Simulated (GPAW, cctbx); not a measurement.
# How far are the atoms of Si2Sb from free atoms?

Question: by how much does bonding change the X-ray structure factors of Si2Sb, how firmly does DFT give the change, and what does a routine refinement make of it?

The start was made by putting kin elements into a known structure type; the compound need not exist, or be stable, in this form. All numbers below are calculated.

### 1. Find the equilibrium geometry

The density hangs on the geometry, so cell and atoms are relaxed first, with the symmetry held. The cutoff is set higher than for the density because stress converges slowly with plane waves.

Settings: GPAW 26.7.0, PBE, 570 eV, 3×3×2 k-points (along the axes of the calculation cell), Fermi–Dirac width 0.05 eV, BFGS to 0.03 eV/Å.

```text
cell
1.0
     5.133000000    0.000000000    0.000000000
    -2.566500000    4.445308398    0.000000000
     0.000000000    0.000000000    7.000000000
Sb Si
3 6
Direct
0.000000000 0.500000000 0.333333333
0.500000000 0.500000000 0.666666667
0.500000000 0.000000000 0.000000000
0.323200000 0.161600000 0.333333333
0.161600000 0.838400000 0.666666667
0.838400000 0.676800000 0.000000000
0.676800000 0.838400000 0.333333333
0.838400000 0.161600000 0.666666667
0.161600000 0.323200000 0.000000000
```

```console
$ OMP_NUM_THREADS=1 mpirun -n 4 gpaw python run.py > gpaw.log
```

```text
BFGS:    0      -39.523672        1.656808
BFGS:    1      -39.593776        1.552451
BFGS:    2      -39.961946        0.999727
BFGS:    3      -40.208792        0.509232
...
BFGS:   13      -40.702371        0.106651
BFGS:   14      -40.706726        0.057839
BFGS:   15      -40.707735        0.013290
cell  5.3753 5.3753 7.4478  90.00 90.00 120.00
volume 186.364 A^3, largest force 0.013 eV/A, largest stress 0.01 GPa
```

The cell moved far, while the k-mesh and basis were chosen for the start, so the final shape may be somewhat biased.

After 15 steps the volume has changed by +16.7 % and the energy by -1.184 eV; the largest stress left is 0.01 GPa. It took 3.4 min on 4 cores of Arm Neoverse V1 (shared host), peak memory 1.3 GiB.

Relaxed structure: P6_422 (no. 181), a = 5.3753 Å, b = 5.3753 Å, c = 7.4478 Å, α = 90.00°, β = 90.00°, γ = 120.00°.

| atom | mult. | x | y | z |
| --- | --- | --- | --- | --- |
| Sb1 | 3 | 0 | 1/2 | 1/3 |
| Si1 | 6 | 0.2629 | 0.1314 | 1/3 |

### 2. Density and charge transfer

X-rays see the whole electron density, so the PAW density is rebuilt with its core regions. Subtracting spherical free atoms from the same code cancels the cores and leaves the deformation density Δρ, the part due to bonding.

Settings: PBE, 450 eV, 4×4×3 k-points (along the axes of the calculation cell), Fermi–Dirac width 0.05 eV; primitive cell of 9 atoms.

```console
$ OMP_NUM_THREADS=1 mpirun -n 4 gpaw python run.py > gpaw.log
```

```text
|iter:   1|       0s |  -40.124719 | +0.78 |       |
|iter:   2|       1s |  -40.265340 | -0.80 | -1.39 |
|iter:   3|       3s |  -41.009729 | -0.73 | -1.43 |
...
|iter:   9|      13s |  -39.861502c| -5.83 | -3.78 |
|iter:  10|      15s |  -39.861502c| -6.94 | -4.51c|
|iter:  11|      16s |  -39.861503c| -7.70c| -5.12c|
```

```text
grid (54, 54, 80)  electrons 237.000  moved by bonding 1.016 e
deformation density beyond 0.5 A of the nuclei: max 0.104, min -0.050 e/A^3
atom        x       y       z   Voronoi charge  moment
Sb1    0.0000  0.5000  0.3333      0.138       0.00
Sb2    0.5000  0.5000  0.6667      0.138       0.00
Sb3    0.5000  0.0000  0.0000      0.138       0.00
Si4    0.2629  0.1314  0.3333     -0.069       0.00
Si5    0.1314  0.8686  0.6667     -0.069       0.00
Si6    0.8686  0.7371  0.0000     -0.069       0.00
Si7    0.7371  0.8686  0.3333     -0.069       0.00
Si8    0.8686  0.1314  0.6667     -0.069       0.00
Si9    0.1314  0.2629  0.0000     -0.069       0.00
mean inner potential of superposed free atoms 17.368 V
total magnetic moment 0.000 muB
```

Deformation density in a plane through the shortest contact of the Si atom at the origin, in 0.01 e/Å³ (clipped at ±99); x from -1.6 to 4.0 Å, y from 2.4 down to -2.4 Å:

```text
  0   0   0  -1  -2   .   .  -4  -3   0   1  -2  -2  -1  -2  -1
  0   0   0   0   0  -1  -3  -4  -2   0   0  -1  -2  -2  -2  -3
  0   0   0   1   3   2   1  -1   0   0   0   1   1   0  -1  -2
 -1   0   0   1   3   3   2   1   0  -1  -1   1   2   2   1   0
  0   0   0   0  -1  -1   0   2   2  -2  -4  -2   1   2   1   0
  0   0   0  -1   .  -3   0   6   6   0  -4   .  -1   1   1   0
  1   1   0  -1   .   .   2   9   9   2   .   .  -1   0   1   1
  0   0   0  -1   .  -3   0   6   6   0  -4   .  -1   1   1   0
  0   0   0   0  -1  -1   0   2   2  -2  -4  -2   1   2   1   0
  0   0   0   1   3   3   2   1   0  -1  -1   1   2   2   1   0
  0   0   0   1   2   2   1  -1   0   0   0   1   1   0  -1  -2
  0   0   0   0   0  -1  -3  -4  -2   0   0  -1  -2  -2  -2  -3
  0   0   0  -1  -2   .   .  -4  -3   0   1  -2  -2  -1  -2  -1
```

Atoms in or within 0.15 Å of the plane: Si (0.0, 0.0), Si (2.5, 0.0) Å. Dots mark points within about 0.45 Å of a nucleus; large values next to them are atomic features.

Si gains most (-0.07 e) and Sb loses most (+0.14 e), which isn't the order of electronegativity: valence and coordination count too, and Voronoi cells cut space at the midplane whatever the atoms' sizes. Such charges fall far short of formal ones, since overlapping free atoms already put density on their neighbours. Along the shortest contact from the Si atom at the map's origin, Si–Si at 2.45 Å, Δρ is +0.10 e/Å³ at the midpoint: a bond charge, the mark of covalency. At the midpoints of other shortest contacts it is +0.01 (Sb–Si, 2.95 Å) e/Å³. Point values carry grid noise of about 0.01 e/Å³. The run needed 11 iterations, 24 s.

### 3. From the density to structure factors

The Fourier components of Δρ, added to those of the free atoms, give the static X-ray structure factors; the Mott–Bethe relation turns them into the Fourier components V of the potential that fast electrons feel.

```text
static structure factors of the conventional cell: F in electrons, V (Mott-Bethe) in volts
   h  k  l      d  |F| table  |F| free   |F| DFT   change   |V| free  |V| DFT  change %
   1  0  0  4.6551    16.384    16.335    16.042   -0.293     0.553    0.397    -28.2
   1  0  1  3.9475    73.847    73.836    73.688   -0.149     2.652    2.709      2.1
   1  0  2  2.9079    69.784    69.777    69.718   -0.060     2.283    2.296      0.5
   1  1  0  2.6876    53.239    53.279    53.151   -0.128     2.455    2.478      0.9
   1  1  1  2.5281   116.915   117.005   116.894   -0.111     5.508    5.526      0.3
   0  0  3  2.4826   180.508   180.647   180.399   -0.248     8.542    8.580      0.4
   2  0  0  2.3276    98.638    98.631    98.740    0.108     2.959    2.945     -0.5
   2  0  1  2.2216    16.740    16.759    16.628   -0.131     1.046    1.061      1.5
   1  0  3  2.1906    15.885    15.866    15.840   -0.026     0.067    0.064     -4.5
   1  1  2  2.1793   111.257   111.299   110.926   -0.374     4.760    4.804      0.9
   2  0  2  1.9737    15.972    15.977    15.821   -0.155     0.900    0.915      1.7
   1  1  3  1.8237    46.615    46.606    46.386   -0.220     1.676    1.694      1.1
   2  1  0  1.7595    50.744    50.727    50.456   -0.271     1.854    1.874      1.1
   1  0  4  1.7288    59.351    59.338    59.462    0.124     1.574    1.565     -0.6
```

The largest X-ray change is -0.37 e on 112, 0.3 % of |F|. For electrons V goes as (Z − F)/g², so a change of F counts against Z − F, which is small at low angle and wherever the atoms' terms cancel: |V| of 100 moves by -28.2 % (0.55 to 0.40 V) against -1.8 % in |F|. The last three rows still change by up to 0.27 e; the table stops while the angles are still low. The tabulated Hartree–Fock atoms differ from the free DFT atoms by up to 0.14 e, so the choice of reference atom matters too.

### 4. The functional ladder

The same geometry is run with other functionals, to see whether the bonding signal is larger than the spread between approximations. Free atoms are LDA for LDA and PBE otherwise. Any other changed setting is in the row's label.

```csv
run,ΔF 112 (e),ΔF 100 (e),ΔF 003 (e),q(Si) (e),moved (e),time
PBE,-0.374,-0.293,-0.248,-0.069,1.016,24 s
LDA,-0.370,-0.287,-0.227,-0.061,0.962,23 s
revPBE,-0.390,-0.292,-0.283,-0.072,1.085,25 s
```

At the base's settings ΔF(112) spans -0.390 to -0.370 e, a spread of 5 % of the PBE value; over the three listed reflections the spread is at most 23 %, so sign and size hold across the functionals. Times are from shared hosts.

### 5. Refining ordinary atoms against data with bonding

Routine crystallography fits spherical atoms. To see the bias, intensities are simulated from tabulated atoms plus the DFT change ΔF, so that bonding alone can misfit (6224 reflections of the full sphere, merged to the counts below, to 0.5 Å, 1 % proportional noise plus counting noise, assumed isotropic U as listed, Δρ smeared by the mean U) and refined with cctbx over different ranges.

```csv
range,data,R1,GooF,U Sb1 (true 0.0043),U Si1 (true 0.0067),largest shift (Å),"Δρ max, min (e/Å³)"
all data,529,0.0031,0.92,0.0043,0.0067,0.0001,"0.25, -0.14"
"low resolution, d > 0.84",112,0.0024,0.99,0.0043,0.0066,0.0003,"0.14, -0.07"
"high order, d < 0.75",370,0.0035,0.89,0.0043,0.0066,0.0001,"0.20, -0.15"
"occupancies free, d > 0.7",196,0.0026,0.98,0.0043,0.0066,0.0001,"0.12, -0.12"
```

With all data GooF is 0.92, so at this noise the bonding hardly shows; the top residual peak lies 1.28 Å from Si and 1.28 Å from Si, between them. No U is off by more than 3 s.u. at low resolution. With Sb1 held at 1 and the scale free, the other occupancies refine to Si1 0.999(0.002), within three s.u. of full.

### 6. Answer

Bonding moves 1.02 e in the primitive cell of Si2Sb and changes the structure factors of the conventional cell in the table above by at most 0.37 e (112, 0.3 %), and among reflections above 2 % of the strongest by up to 1.8 % (100). The shortest bond, Si–Si, has Δρ = +0.10 e/Å³ at its midpoint, a covalent bond charge. At the base's settings ΔF(112) spans -0.390 to -0.370 e, a spread of 5 % of the PBE value; over the three listed reflections the spread is at most 23 %, so sign and size hold across the functionals. With all data GooF is 0.92, so at this noise the bonding hardly shows. Limits: static density, frozen cores, no spin–orbit coupling.

[Outputs are excerpts: Python notices, other lines and further rows are left out; steps that failed or that the build refused (PBEsol, TPSS) are not shown.]

[Logs are printed without paths, hosts, clocks, repeated set-up lines and the standing remarks that a program may print on its own settings, such as how far it seeks lower states.]
